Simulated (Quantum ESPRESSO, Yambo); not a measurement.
# Quasiparticle gap of MoS2 (P6_3/mmc) in Yambo, part 3 of 3

How does a plane-wave GW calculation on MoS2 (P6_3/mmc) run from the first input to the gap?

Quantum ESPRESSO 7.5 and Yambo 5.3.0; PBE and many-body steps on it, plane waves. Known limits of the many-body steps: not at the basis limit; no spin-orbit coupling; coarse k mesh.

So far. Step 3 (Bands along the symmetry lines): The gap is 0.889 eV, as in the run before at this level. Step 4 (Empty states on the mesh, 3×3×1 mesh, 112 bands): On this mesh the gap is 1.052 eV. The earlier step found 0.889 eV, so this mesh misses an edge.

The database entry behind the starting cell differs from later determinations by our own check (about 0.3 % long), so it need not match the best structure at ambient conditions.

**6. Screening and self-energy, 3×3×1 mesh, 112 bands, screening to 95.2 eV**

Now the one-shot GW correction: screening in the RPA, then the self-energy of the levels asked for.

This step: G0W0 on PBE, plane waves, norm-conserving pseudopotentials.

Input file gw1.in:

```
HF_and_locXC
gw0
dyson
ppa
em1d
rim_cut
RandQpts= 1000000
RandGvec= 1 RL
EXXRLvcs= 72 Ry
VXCRLvcs= 288 Ry
Chimod= "HARTREE"
% BndsRnXp
 1 | 112 |
%
NGsBlkXp= 7 Ry
% LongDrXp
 1 | 1 | 1 |
%
% GbndRnge
 1 | 112 |
%
DysSolver= "n"
ExtendOut
PPAPntXp= 27.21138 eV
% QPkrange
 1 | 1 | 25 | 28 |
 3 | 3 | 25 | 28 |
%
```

Command:

```sh
> OMP_NUM_THREADS=2 mpirun -n 4 yambo -F gw1.in -J gw1 -C gw1 > gw1.log
```

The program printed:

```text
 Yambo, version 5.3.0

 [02] CORE Variables Setup
 =========================

  [... cell, symmetries and grids as in the set-up ...]

  [02.05] Energies & Occupations
  ==============================

  [X] === General ===
  [X] Electronic Temperature                        :  0.000000  0.000000 [eV K]
  [X] Bosonic    Temperature                        :  0.000000  0.000000 [eV K]
  [X] Finite Temperature mode                       : no
  [X] El. density                                   :  0.48515E+24 [cm-3]
  [X] Fermi Level                                   :  10.99216 [eV]

  [X] === Gaps and Widths ===
  [X] Conduction Band Min                           :  1.051771 [eV]
  [X] Valence Band Max                              :  0.000000 [eV]
  [X] Filled Bands                                  :  26
  [X] Empty Bands                                   :   27  112
  [X] Direct Gap                                    :  1.653898 [eV]
  [X] Direct Gap localized at k                     :  3
  [X] Indirect Gap                                  :  1.051771 [eV]
  [X] Indirect Gap between kpts                     :  1  3
  [X] Last valence band width                       :  1.539690 [eV]
  [X] 1st conduction band width                     :  1.047879 [eV]

 [03] Transferred momenta grid and indexing
 ==========================================

 IBZ Q-points                                      :  3
 BZ  Q-points                                      :   9

 K/Q-points units:
 rlu = crystal or reduced units; cc = cartesian coordinates; iku = interal k-units

 Q [1]          [rlu]:  0.000000  0.000000  0.000000
 Q [2]          [rlu]: -0.79644E-17  0.33333       0.0000
 Q [3]          [rlu]:  0.333333  0.333333  0.000000

 [04] Coloumb potential Random Integration (RIM)
 ===============================================

  [04.01] RIM initialization
  ==========================

  * Diagonal components only detected *

  8 x (sBL volume)        :  0.304834 [a.u.]
  sBZ random points       :  1000000
  Points outside the sBZ  :   7993074
  RL volume               :  0.342938 [a.u.]
  Integrated volume       :  0.343236 [a.u.]

  [04.02] RIM integrals
  =====================

  Gamma point sphere radius             :  0.122078 [a.u.]
  Points outside the sphere             :   799724
  [Int_sBZ(q=0) 1/q^2]*(Vol_sBZ)^(-1/3) =:  7.615907
                                 should be <:  7.795600

  Summary of Coulomb integrals for non-metallic bands |Q|[au] RIM/Bare

  Q [1] 0.100000E-4 0.976949 * Q [2] 0.403838 1.108297
  Q [3] 0.699467 1.036392

 [05] Dipoles
 ============

  [05.01] Setup: observables and procedures
  =========================================

  [WARNING] [x,Vnl] slows the Dipoles computation. To neglect it rename the ns.kb_pp file

 [06] Dynamic Dielectric Matrix (PPA)
 ====================================

 [WR./gw1//ndb.pp]---------------------------------------------------------------
  Brillouin Zone Q/K grids (IBZ/BZ)                :   3   9   3   9
  RL vectors                                       :   9169 [WF]
  Coulomb cutoff potential                         : none
  Electronic Temperature                           :  0.000000 [K]
  Bosonic    Temperature                           :  0.000000 [K]
  PPA    diel. fun.  energies                      : Perdew, Burke & Ernzerhof(X)+Perdew, Burke & Ernzerhof(C)
  wavefunctions                                    : Perdew, Burke & Ernzerhof(X)+Perdew, Burke & Ernzerhof(C)
  Global Gauge                                     : length
  X matrix size                                    :  241
  X band range                                     :    1  112
  X e/h energy range                               : -1.000000 -1.000000 [eV]
  X Time ordering                                  : R
  X Hxc Kernel                                     : HARTREE
  X Drude frequency                                :  0.000000  0.000000
  X poles                                          :  100.0000 [o/o]
  RL vectors in the sum                            :   9169
  [r,Vnl] included                                 : yes
  Field direction                                  :  0.577350E-5  0.577350E-5  0.577350E-5
  BZ energy Double Grid                            : no
  BZ energy DbGd points                            : 0
  BZ Q point size factor                           : -1.000000
  X Optical Averaged directions                    : none

 [07] Local Exchange-Correlation + Non-Local Fock
 ================================================

 [VXC] Plane waves :   59645
 [EXS] Plane waves :   7461

 QP @ state[ 1 ] K range:  1  1
 QP @ state[ 1 ] b range:  25  28
 QP @ state[ 2 ] K range:  3  3
 QP @ state[ 2 ] b range:  25  28

 [xc] Functional : Perdew, Burke & Ernzerhof(X)+Perdew, Burke & Ernzerhof(C)
 [xc] LIBXC used to calculate xc functional
  PP Number of Atomic Species                      :  2
  NLCC RL compoments                               :   59645
  PP Number of Atomic Species                      :  2
  NLCC RL compoments                               :   59645

 [xc] E_xc :  -24.91411 [Ha]
      E_xc :  -49.82821 [Ry]

  Local XC kind (lXC) : Perdew, Burke & Ernzerhof(X)+Perdew, Burke & Ernzerhof(C)
  Non-Local XC kind (nlXC) : Hartree-Fock

  Corrections @ K [1] :  [eV]
 <25|nlXC|25> = -16.36919  0.30240E-16 <25|lXC|25> = -15.39539  0.000000
 <26|nlXC|26> = -17.00072  0.17511E-16 <26|lXC|26> = -16.36978  0.000000
 <27|nlXC|27> = -11.02189 -0.72801E-17 <27|lXC|27> = -15.68272  0.37763E-15
 <28|nlXC|28> = -11.02398  0.48098E-17 <28|lXC|28> = -15.68272  0.94408E-16

  Corrections @ K [3] :  [eV]
 <25|nlXC|25> = -17.08562  0.71913E-18 <25|lXC|25> = -16.19647 -0.11801E-16
 <26|nlXC|26> = -17.38939  0.10767E-16 <26|lXC|26> = -16.54889  0.47204E-16
 <27|nlXC|27> = -12.79907  0.29609E-18 <27|lXC|27> = -17.60131 -0.18882E-15
 <28|nlXC|28> = -12.79910 -0.26779E-17 <28|lXC|28> = -17.60130  0.94408E-16

  [07.01] Hartree-Fock occupations report
  =======================================

  [Hartree-Fock] === General ===
  [Hartree-Fock] Electronic Temperature             :  0.000000  0.000000 [eV K]
  [Hartree-Fock] Bosonic    Temperature             :  0.000000  0.000000 [eV K]
  [Hartree-Fock] Finite Temperature mode            : no
  [Hartree-Fock] El. density                        :  0.48515E+24 [cm-3]
  [Hartree-Fock] Fermi Level                        :  10.99216 [eV]

  [Hartree-Fock] === Gaps and Widths ===
  [Hartree-Fock] Conduction Band Min                :  1.393449 [eV]
  [Hartree-Fock] Valence Band Max                   : -0.630940 [eV]
  [Hartree-Fock] Filled Bands                       :  26
  [Hartree-Fock] Empty Bands                        :   27  112
  [Hartree-Fock] Direct Gap                         :  2.933139 [eV]
  [Hartree-Fock] Direct Gap localized at k          :  2
  [Hartree-Fock] Indirect Gap                       :  2.024388 [eV]
  [Hartree-Fock] Indirect Gap between kpts          :  1  2
  [Hartree-Fock] Last valence band width            :  0.908750 [eV]
  [Hartree-Fock] 1st conduction band width          :  5.367032 [eV]

 [08] Dyson equation: Newton solver
 ==================================

  [08.01] G0W0 (W PPA)
  ====================

  [  GW  ] Bands range     :    1  112
  [GW/PPA] G damping       :  0.100000 [eV]

  QP @ state[ 1 ] K range:  1  1
  QP @ state[ 1 ] b range:  25  28
  QP @ state[ 2 ] K range:  3  3
  QP @ state[ 2 ] b range:  25  28

   Sc/G bands                                       :    1  112
   Sc/G damping                                     :  0.100000 ev
   Sc bands terminator                              : no
   Sx RL components                                 :   7461

   QP @ state[ 1 ] K range                          :  1  1
   QP @ state[ 1 ] b range                          :  25  28
   QP @ state[ 2 ] K range                          :  3  3
   QP @ state[ 2 ] b range                          :  25  28
   GF energies kind                                 : Perdew, Burke & Ernzerhof(X)+Perdew, Burke & Ernzerhof(C)
   GF WF`s kind                                     : Perdew, Burke & Ernzerhof(X)+Perdew, Burke & Ernzerhof(C)
   Xs energies kind                                 : Perdew, Burke & Ernzerhof(X)+Perdew, Burke & Ernzerhof(C)
   Xs WF`s kind                                     : Perdew, Burke & Ernzerhof(X)+Perdew, Burke & Ernzerhof(C)

 [11] Game Over & Game summary
```

Wall time 11 s (4 MPI ranks of Arm Neoverse V2, shared host); peak memory 1.7 GiB; 63 s of CPU time.

This step gave:

| Item | Value |
| --- | --- |
| G0W0 gap on the points computed | 1.740 eV |
| starting gap on the mesh | 1.052 eV |
| k of the valence top | 0, 0, 0 |
| k of the conduction bottom | 0.3333, 0.3333, 0 |
| least direct G0W0 gap on the computed points | 2.303 eV |
| Z at the valence top | 0.7822 |
| Z at the conduction bottom | 0.7806 |

The gap on the mesh goes from 1.05 eV to 1.74 eV, a correction of +0.69 eV. The start differs from the 0.89 eV found before because the two sample other k points.

Limits: finite bands, cutoff and mesh; no spin-orbit coupling; coarse k mesh. v1 is the top filled band, c1 the lowest empty one. The levels before and after the correction (eV, zero at the valence-band top of each column):

```
           conduction bottom  valence top
Kohn-Sham               1.05         0.00
     G0W0               1.74         0.00
```

```
                           level  energy (eV)
Kohn-Sham                   Γ v2       -1.144
Kohn-Sham                   Γ v1        0.000
Kohn-Sham                   Γ c1        2.100
Kohn-Sham                   Γ c2        2.100
Kohn-Sham     (0.333 0.333 0) v2       -0.764
Kohn-Sham     (0.333 0.333 0) v1       -0.602
Kohn-Sham  (0.333 0.333 0) c1-c2        1.052
     G0W0                   Γ v2       -1.249
     G0W0                   Γ v1        0.000
     G0W0                   Γ c1        2.600
     G0W0                   Γ c2        2.595
     G0W0     (0.333 0.333 0) v2       -0.763
     G0W0     (0.333 0.333 0) v1       -0.564
     G0W0  (0.333 0.333 0) c1-c2        1.740
```

**7. Where the time went**

Times are wall times on the hardware named with each run, good to a factor of about two.

```
                          step   time  share  memory (GiB)
                  ground state   12 s   26 %           0.8
bands along the symmetry lines   16 s   34 %          0.71
      empty states on the mesh  5.5 s   12 %          0.63
         conversion and set-up  2.1 s    4 %          0.24
     screening and self-energy   11 s   23 %           1.7
```

**8. Summary of results**

```json
{"PBE gap": "0.89 eV, indirect", "G0W0 gap on the mesh": "1.74 eV", "G0W0 gap over the zone (rigid shift)": "1.58 eV", "GW settings": "3×3×1 mesh, 112 bands, screening to 95.2 eV, Godby-Needs plasmon pole", "known limits": "not at the basis limit; no spin-orbit coupling; coarse k mesh"}
```

What this shows: G0W0 moves the gap on the mesh from 1.05 eV to 1.74 eV (+0.69 eV), with Z of 0.78 and 0.78 at the edges. The mesh misses the band edges by 0.16 eV in all; a rigid shift gives 1.58 eV for the zone. Only 2 of the mesh's irreducible points were corrected, so a valley elsewhere could overtake. Bands and cutoff are finite, so the gap is not at the basis limit. The miss can reach some tenths of an eV and take either sign; the mesh is an error of its own. In the G0W0 run levels were corrected at 2 k points alone, so a gap called «on the mesh» is the least over those, and an edge elsewhere would be missed. A denser mesh or path gives a starting gap of 0.89 eV: the GW mesh misses a band edge, so its gaps are not the fundamental one. The 3×3×1 mesh is coarse for this cell, which bears on the long-range parts of exchange and screening. The many-body steps are scalar-relativistic: spin-orbit coupling is not in them.

[Paths, hosts, dates, memory and timing lines, banners, echoed tables and standing remarks are left out of the program output.]

[Logs are printed without paths, hosts, clocks, repeated set-up lines and the standing remarks that a program may print on its own settings, such as how far it seeks lower states.]

[Runs of the session that timed out or met a known fault of the program may be left out.]

[Hosts, paths, dates, database ids (printed as entryN), source tags and the programs' standing remarks are cut or masked in the printed files.]
